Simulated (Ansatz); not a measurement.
**Starting-point dependence of the GW gap of GaN (F-43m)**

How much of the starting functional survives in the G0W0 gap of GaN (F-43m)?

Main program and level: Ansatz 0.2.0; G0W0 on several functionals, plane waves, PAW.

### Step 1. The starting structure

It takes space group F-43m (No. 216, cubic). Conventional cell: a = 4.507 Å, b = 4.507 Å, c = 4.507 Å, α = 90.00°, β = 90.00°, γ = 90.00°. Ga has 4 N at 1.95 Å nearest. Nearest to N lie 4 Ga at 1.95 Å. Farther neighbours and most contacts between anions are not listed.

Coordinates:

```cif
data_structure
_symmetry_space_group_name_H-M 'P 1'
_symmetry_Int_Tables_number 1
_cell_length_a 3.1869
_cell_length_b 3.1869
_cell_length_c 3.1869
_cell_angle_alpha 60.000
_cell_angle_beta 60.000
_cell_angle_gamma 60.000
_cell_volume 22.89
loop_
_atom_site_label
_atom_site_type_symbol
_atom_site_fract_x
_atom_site_fract_y
_atom_site_fract_z
_atom_site_occupancy
Ga1 Ga 0.00000 0.00000 0.00000 1
N2 N 0.75000 0.75000 0.75000 1
```

The cell and positions are those that the Materials Project relaxed with its own functionals (PBE, PBE+U or r2SCAN), kept fixed. This is not the form that GaN usually takes at ambient conditions.

### Step 2. G0W0 on PBE

Now the one-shot GW correction: screening in the RPA, then the self-energy of the levels asked for. This step takes hard PAW files.

This step: G0W0 on PBE, plane waves, PAW.

The input, input.yaml:

```yaml
crystal:
  lattice:
    - [0.0, 2.2535006075, 2.2535006075]
    - [2.2535006075, 0.0, 2.2535006075]
    - [2.2535006075, 2.2535006075, 0.0]
  atoms:
    - { symbol: Ga, position: [0.0, 0.0, 0.0] }
    - { symbol: "N", position: [0.75, 0.75, 0.75] }
kpoints:
  mp_grid: { grid: [10, 10, 10] }
hamiltonian:
  xc: pbe
  pseudopotentials: { kind: paw, source: ansatz }
scf:
  occupations: { method: fixed }
gw:
  n_empty_bands: 205
  ecut_chi: 250
  qp_bands: [v2, c2]
  qp_kpoints: band_edges
  screening: { model: contour_deformation }
```

Started as:

```console
> ansatz run input.yaml --threads 3 --pin off --max-ram 92160MiB --backend cuda --events-out ev --progress --plain --runs-dir out --devices 1 --max-vram 13GiB
```

Numbers of over 12 decimals in the logs are rounded to 6 here.

Log:

```text
GPUs: using 1 of 1 available (devices: 1).
Engine: ansatz 0.2.0, x86_64-unknown-linux-gnu
Pseudopotentials: kind: paw
Pseudopotential: Ga, paw, valence charge 21, recommended cutoff 1020 eV (normal), Ga.paw.azcp
Pseudopotential: N, paw, valence charge 5, recommended cutoff 870 eV (normal), N.paw.azcp
Functional definition: PBE
  parameter kappa = 0.804
  parameter beta = 0.066725
  exchange = pbe_x(kappa = kappa, mu = beta*pi^2/3)
  correlation = pbe_c(beta = beta)
device memory: the entry about to start is reckoned to put 1.3 GiB on a device that reports 57.5 GiB free (of which the cap on the GPU budget leaves the run 13.0 GiB)
GPU FFT provider: cuFFT
GPU libraries: cuBLAS 13.8.2, cuFFT 12.4.0, cuSOLVER 12.3.4
Crystal: 2 atoms, lattice volume = 22.888 Å³
Basis set: ecut = 1020 eV, 1687 PW (Γ)
Bands: 17, of which v1, the nominal top of the filled ones, is band 13 counted from 1 (12 counted from 0)
Symmetry: 24 space group operations
Space group: F-43m (ITA 216), of the structure as read, at distance tolerance 2.8e-5 Å
k-points: 47 of 1000 (time reversal used)
Non-local potential: Ga, projectors of the file, l = 0: 3, l = 1: 3, l = 2: 3, l = 3: 2
Non-local potential: N, projectors of the file, l = 0: 2, l = 1: 2, l = 2: 1, l = 3: 1
PAW form: soft (Blöchl's): semilocal exchange-correlation on the pseudo side does not see the compensation charge
PAW one-centre angular grid: Ga, 590 points (default); XC on 64 Gauss nodes
PAW one-centre angular grid: N, 194 points (default); XC on 64 Gauss nodes
Initial density: superposition of atomic densities (chi_scale 0.1, normalization cell, long waves kept (reshape's long-wave potential 0.00 eV rms))
Initial wavefunctions: pseudopotential atomic-orbital guess
GPU buffer pool allocated for 64000 grid points (all kernels)
GPU transforms: local potential and band sums: pruned to the plane-wave sphere, on 36×36×36
Functional: x = pbe(κ = 0.804, μ = 0.219515), c = pbe(β = 0.066725)
SCF iter   1: F=—  HF=-8799.421917 eV  |F-HF|=—  |Δ(HF+E_count)|=         —  Δρ=1.00e-1  dr2=2.19e0  ethr=3.10e-3  ⟨swp⟩=5.0  Hψ=3667  notcnv=0  defer=90
preconditioner: auto → none  [insulator: Δε(μ)=2.426 eV  Ē_g=19.205 eV  n_scr=8 (ndim 8)  ℏωp=32.9 eV  f_vac=0.000  ε∞_Penn≈3.9]
SCF iter   2: F=—  HF=-8798.967468 eV  |F-HF|=—  |Δ(HF+E_count)|=   4.54e-1  Δρ=5.37e-2  dr2=3.70e-1  ethr=3.10e-3  ⟨swp⟩=3.0  Hψ=1856  notcnv=0  defer=92
SCF iter   3: F=—  HF=-8798.880323 eV  |F-HF|=—  |Δ(HF+E_count)|=   8.71e-2  Δρ=1.86e-2  dr2=3.42e-2  ethr=1.42e-3  ⟨swp⟩=2.8  Hψ=1238  notcnv=0  defer=92
SCF iter   4: F=—  HF=-8798.886201 eV  |F-HF|=—  |Δ(HF+E_count)|=   5.88e-3  Δρ=1.15e-2  dr2=1.03e-2  ethr=1.31e-4  ⟨swp⟩=3.0  Hψ=1544  notcnv=0  defer=92
SCF iter   5: F=—  HF=-8798.883408 eV  |F-HF|=—  |Δ(HF+E_count)|=   2.79e-3  Δρ=1.08e-3  dr2=5.66e-5  ethr=3.97e-5  ⟨swp⟩=3.2  Hψ=1411  notcnv=0  defer=92
SCF iter   6: F=—  HF=-8798.883441 eV  |F-HF|=—  |Δ(HF+E_count)|=   3.29e-5  Δρ=1.79e-4  dr2=3.82e-6  ethr=2.18e-7  ⟨swp⟩=2.0  Hψ=1237  notcnv=0  defer=92
SCF iter   7: F=-8798.883441 eV  HF=-8798.883441 eV  |F-HF|=1.98e-8  |Δ(HF+E_count)|=   3.47e-7  Δρ=2.44e-5  dr2=5.04e-8  ethr=3.85e-10  ⟨swp⟩=6.1  Hψ=4326  notcnv=0
SCF 1 converged in 7 iterations: F = -8798.883441 eV  dr2 = 5.04e-8
  greatest PAW one-centre occupation: 0.995 electrons in one spin orbital (limit 2), on the Ga atom at site 0 (counted from 0), in its partial waves of l = 0
device memory: the entry about to start is reckoned to put 1.5 GiB (of the 1.6 GiB reckoned in all, the device holds 0.1 GiB already) on a device that reports 56.6 GiB free (of which the cap on the GPU budget leaves the run 12.9 GiB)
NSCF: frozen V_eff on 47 k-points, pencils in batches of 32, up to order 68
the band table was solved once the SCF had ended and its energy, with any forces and stress, was formed, with the checks that follow a solve (5070 applications of the Hamiltonian). They found nothing against the state; the energy, forces and stress were not computed again (output.eigenvalues in the input reference)
device memory: the entry about to start is reckoned to put 4.6 GiB on a device that reports 56.7 GiB free (of which the cap on the GPU budget leaves the run 13.0 GiB)
NSCF: frozen V_eff on 47 k-points
G₀W₀ screening: q 1/47
[... further progress lines ...]
device memory: the entry about to start is reckoned to put 0.4 GiB on a device that reports 50.9 GiB free (of which the cap on the GPU budget leaves the run 13.0 GiB)
NSCF: frozen V_eff on 1 k-points
device memory: the entry about to start is reckoned to put 0.4 GiB on a device that reports 50.9 GiB free (of which the cap on the GPU budget leaves the run 13.0 GiB)
NSCF: frozen V_eff on 1 k-points
SCF converged after 7 iterations
Free energy (F): -8798.883441 eV
Harris-Foulkes:  -8798.883441 eV  (|F-HF|=1.98e-8)
Internal energy: -8798.883441 eV  (E = F + TS)
E sigma→0 (E₀):  -8798.883441 eV
Fermi energy:    11.048649 eV
--- Per-component energies (eV) ---
  E_band       = -732.887833
  E_kinetic    = 953.837523
  E_local      = -8776.128419  (includes V_loc(G=0)·N_el)
  E_nonlocal   = 1825.967934
  E_hartree    = 3299.251458
  E_xc         = -232.235360
  E_vxc        = -298.226687  (∫ρ·V_xc dr)
  E_paw        = -2187.472554  (= ΣΔE_a)
  E_vpaw       = -1036.834002  (= ΣTr[D̂ρ^β])
  E_aug_tail   = 0.000120  (compensation charges beyond the density's cutoff)
  E_ewald      = -3682.104142
  E_smearing   = -0.000000  (= −TS)
  E_closure    = 0.000000  (closes the sum)
  Σ components = -8798.883441   (vs F -8798.883441, Δ=0.00e0)
--- Band table (eV; the first three rows and the last of 47) ---
  k-point 0: bands = [... 9 lower, -2.1281, 11.0486, 11.0486, 11.0486, 12.7823, 21.3634, 21.3634, 21.3634]
  k-point 1: bands = [... 9 lower, -2.1294, 9.9512, 10.9422, 10.9422, 13.6385, 20.8652, 21.5266, 21.5266]
  k-point 2: bands = [... 9 lower, -2.1281, 8.1421, 10.6805, 10.6805, 14.7184, 20.0854, 21.7878, 21.7878]
  k-point 46: bands = [... 9 lower, -0.1736, 5.3020, 7.4626, 7.4924, 16.8784, 19.2526, 21.7786, 22.2416]
--- G₀W₀: contour deformation, 7 samples at zero and on the imaginary axis and 4 off it, 1000 q-points, 205 empty bands' worth ---
  eigenvalues of the whole cell's RPA ε∞ on this k-mesh (on a slab, of 1 + 4πα/V) = 5.7496, 5.7496, 5.7496; static W/v taken at q = 0 is 0.173926
  bands read: the sum over 218 bands ends inside a degenerate multiplet in 3 slots, whose members it reads at an even weight; the widest, k=0: bands 217 to 219 (counted from 1) at 2/3 each
  gw.qp_kpoints: band_edges: 18 of 47 stored k-points solved, in 1 pass; an edge of the gap read off the rows below is read off those points alone
    valence top: of the k-points left out ik 7 came nearest to being solved in a further pass, in band 13 (counted from 1, as in the quasiparticle table): it holds the edge there only if its correction is more favourable than any solved in that band by at least 0.537 eV; those differ by 0.198 eV
    conduction bottom: of the k-points left out ik 7 came nearest to being solved in a further pass, in band 14 (counted from 1, as in the quasiparticle table): it holds the edge there only if its correction is more favourable than any solved in that band by at least 1.899 eV; those differ by 0.429 eV
    ik  band        ε_KS         Σx   Σc(E_QP)       V_xc       Z   E_QP_lin       E_QP  E_QP is
     0    12     11.0486   -23.8144     2.6894   -20.2669  0.7693    10.1811    10.1905  root
     0    13     11.0486   -23.8144     2.6894   -20.2669  0.7693    10.1811    10.1905  root
     0    14     12.7823   -11.6458    -3.7476   -15.6857  0.8065    13.0751    13.0745  root
     0    15     21.3634    -7.8730    -5.4521   -13.8811  0.7994    21.9240    21.9194  root
     1    12     10.9422   -23.7110     2.7289   -20.1125  0.7690    10.0628    10.0727  root
     1    13     10.9422   -23.7110     2.7289   -20.1125  0.7690    10.0628    10.0727  root
     1    14     13.6385   -12.4083    -3.6678   -16.3746  0.7980    13.9378    13.9371  root
     1    15     20.8652    -8.0000    -5.4507   -13.9997  0.7970    21.4188    21.4142  root
     2    12     10.6805   -23.4531     2.8132   -19.7456  0.7681     9.7752     9.7862  root
     2    13     10.6805   -23.4531     2.8132   -19.7456  0.7681     9.7752     9.7862  root
     2    14     14.7184   -11.4441    -4.2588   -16.1130  0.7955    15.1302    15.1285  root
     2    15     20.0854    -8.4428    -5.4915   -14.4818  0.7891    20.6378    20.6329  root
     3    12     10.3846   -23.1548     2.8932   -19.3438  0.7670     9.4546     9.4667  root
     3    13     10.3846   -23.1548     2.8932   -19.3438  0.7670     9.4546     9.4667  root
     3    14     15.4003   -10.5531    -4.6032   -15.6187  0.8009    15.8651    15.8627  root
     3    15     19.7152    -8.8900    -5.6816   -15.1195  0.7714    20.2679    20.2631  root
     4    12     10.1631   -22.9246     2.9461   -19.0453  0.7661     9.2171     9.2299  root
     4    13     10.1631   -22.9246     2.9461   -19.0453  0.7661     9.2171     9.2299  root
     4    14     15.6529   -10.1908    -4.6654   -15.3260  0.8085    16.1251    16.1227  root
     4    15     19.7253    -8.9999    -5.9251   -15.4585  0.7542    20.2643    20.2589  root
     5    12     10.0821   -22.8381     2.9641   -18.9355  0.7657     9.1306     9.1437  root
     5    13     10.0821   -22.8381     2.9641   -18.9355  0.7657     9.1306     9.1437  root
     5    14     15.6973   -10.1310    -4.6588   -15.2586  0.8113    16.1684    16.1661  root
     5    15     19.7774    -8.9705    -6.0213   -15.5131  0.7481    20.3050    20.2987  root
[...]
43    12      7.9898   -20.4897     3.3250   -16.1257  0.7537     6.9268     6.9509  root
    43    13      8.0209   -21.2565     3.4695   -16.7312  0.7524     6.9404     6.9651  root
    43    14     15.2329    -9.1323    -4.0996   -13.4349  0.8151    15.4363    15.4359  root
    43    15     18.2699   -10.3192    -5.1679   -16.1313  0.7984    18.9198    18.9141  root
    46    12      7.4626   -21.5868     3.7525   -16.7404  0.7452     6.3355     6.3687  root
    46    13      7.4924   -19.6434     3.3632   -15.2413  0.7483     6.4231     6.4535  root
    46    14     16.8784    -9.6528    -4.4984   -14.4742  0.7965    17.2029    17.2014  root
    46    15     19.2526   -11.3063    -5.8799   -18.0088  0.7679    20.0867    20.0752  root
```

Wall time 3.2 min (1 × NVIDIA H100 80GB HBM3 (shared by 6 runs) with 3 threads of AMD EPYC 7R13 (Zen 3), shared host); peak memory 2 GiB; 6 min of CPU time.

The column dr2 measures how far the density is from self-consistency, as an energy; F and HF (Harris–Foulkes) agree once it is small.

This step gave:

```
bands summed                                 : 218
RPA ε∞ on this mesh (eigenvalues)            : 5.750, 5.750, 5.750
plane waves in the screening matrix          : 181
q-points in the mesh                         : 1000
G0W0 gap on the mesh                         : 2.884 eV
k of the valence top                         : 0, 0, 0
k of the conduction bottom                   : 0, 0, 0
starting gap on the mesh                     : 1.734 eV
Z at the valence top                         : 0.7693
Z at the conduction bottom                   : 0.8065
least direct G0W0 gap on the computed points : 2.884 eV
```

The gap on the mesh goes from 1.73 eV to 2.88 eV, a correction of +1.15 eV. Between the two edge states, bare exchange in place of the xc potential would open the gap by 7.59 eV, and correlation takes back 6.44 eV.

### Step 3. G0W0 on LDA

One-shot GW remembers its start. Another functional's orbitals and levels show by how much.

This step: G0W0 on LDA, plane waves, PAW.

Edit input.yaml of step 2 so:

```diff
@@ -11,3 +11,3 @@
 hamiltonian:
-  xc: pbe
+  xc: lda
   pseudopotentials: { kind: paw, source: ansatz }
```

Log:

```text
GPUs: using 1 of 1 available (devices: 1).
[...]
GPU FFT provider: cuFFT
GPU libraries: cuBLAS 13.8.2, cuFFT 12.4.0, cuSOLVER 12.3.4
Crystal: 2 atoms, lattice volume = 22.888 Å³
Basis set: ecut = 1020 eV, 1687 PW (Γ)
Bands: 17, of which v1, the nominal top of the filled ones, is band 13 counted from 1 (12 counted from 0)
Symmetry: 24 space group operations
[...]
k-points: 47 of 1000 (time reversal used)
[...]
GPU buffer pool allocated for 64000 grid points (all kernels)
[...]
SCF iter   1: F=—  HF=-8713.532541 eV  |F-HF|=—  |Δ(HF+E_count)|=         —  Δρ=8.79e-2  dr2=1.76e0  ethr=3.10e-3  ⟨swp⟩=5.0  Hψ=3665  notcnv=0  defer=90
[...]
SCF iter   7: F=-8713.060873 eV  HF=-8713.060873 eV  |F-HF|=9.80e-9  |Δ(HF+E_count)|=   1.57e-7  Δρ=1.60e-5  dr2=1.85e-8  ethr=3.85e-10  ⟨swp⟩=7.3  Hψ=3997  notcnv=0
SCF 1 converged in 7 iterations: F = -8713.060873 eV  dr2 = 1.85e-8
[...]
NSCF: frozen V_eff on 47 k-points, pencils in batches of 32, up to order 68
[...]
NSCF: frozen V_eff on 47 k-points
G₀W₀ screening: q 1/47
[... further progress lines ...]
[...]
SCF converged after 7 iterations
Free energy (F): -8713.060873 eV
[...]
Internal energy: -8713.060873 eV  (E = F + TS)
E sigma→0 (E₀):  -8713.060873 eV
Fermi energy:    10.686345 eV
[...]
--- Band table (eV; the first three rows and the last of 47) ---
  k-point 0: bands = [... 9 lower, -2.5797, 10.6863, 10.6863, 10.6863, 12.4235, 20.8018, 20.8018, 20.8018]
  k-point 1: bands = [... 9 lower, -2.5810, 9.5927, 10.5782, 10.5782, 13.2633, 20.3019, 20.9658, 20.9658]
  k-point 2: bands = [... 9 lower, -2.5798, 7.7744, 10.3127, 10.3127, 14.3142, 19.5332, 21.2328, 21.2328]
  k-point 46: bands = [... 9 lower, -0.4389, 4.8479, 7.0540, 7.0800, 16.4180, 18.7166, 21.2841, 21.6798]
[...]
0    12     10.6863   -23.7571     2.6065   -20.4514  0.7682     9.9812     9.9871  root
     0    13     10.6863   -23.7571     2.6065   -20.4514  0.7682     9.9812     9.9871  root
     0    14     12.4235   -11.7775    -3.8186   -16.0862  0.8043    12.9154    12.9136  root
     0    15     20.8018    -7.9820    -5.5752   -14.5206  0.7988    21.7801    21.7652  root
     1    12     10.5782   -23.6526     2.6453   -20.2997  0.7680     9.8644     9.8706  root
     1    13     10.5782   -23.6526     2.6453   -20.2997  0.7680     9.8644     9.8706  root
     1    14     13.2633   -12.4827    -3.7556   -16.7354  0.7961    13.7625    13.7605  root
     1    15     20.3019    -8.1056    -5.5737   -14.6278  0.7965    21.2652    21.2503  root
[...]
46    12      7.0540   -21.5353     3.6556   -17.0133  0.7442     6.1681     6.1875  root
    46    13      7.0800   -19.5891     3.2586   -15.5347  0.7475     6.2677     6.2842  root
    46    14     16.4180    -9.7597    -4.6043   -14.9921  0.7952    17.0519    17.0460  root
    46    15     18.7166   -11.3934    -6.0037   -18.5076  0.7665    19.8502    19.8273  root
```

Wall time 4.4 min (1 × NVIDIA H100 80GB HBM3 (shared by 6 runs) with 3 threads); peak memory 2 GiB; 8 min of CPU time.

This step gave:

| Item | Value |
| --- | --- |
| bands summed | 218 |
| RPA ε∞ on this mesh (eigenvalues) | 5.854, 5.854, 5.854 |
| plane waves in the screening matrix | 181 |
| q-points in the mesh | 1000 |
| G0W0 gap on the mesh | 2.927 eV |
| k of the valence top | 0, 0, 0 |
| k of the conduction bottom | 0, 0, 0 |
| starting gap on the mesh | 1.737 eV |
| Z at the valence top | 0.7682 |
| Z at the conduction bottom | 0.8043 |
| least direct G0W0 gap on the computed points | 2.927 eV |

Against the run with 10×10×10 mesh, 205 empty bands, screening to 250 eV, hard PAW files on PBE, the gap moves by +0.04 eV.

(Part 1 of 2 ends here.)

[Paths, hosts, dates, memory and timing lines, banners, echoed tables and standing remarks are left out of the program output.]

[Logs are printed without paths, hosts, clocks, repeated set-up lines and the standing remarks that a program may print on its own settings, such as how far it seeks lower states.]

[Runs of the session that timed out or met a known fault of the program may be left out.]

[Cells called generated may have been cut or substituted from an entry of the Crystallography Open Database or the Materials Project.]

[Hosts, paths, dates, database ids (printed as entryN), source tags and the programs' standing remarks are cut or masked in the printed files.]
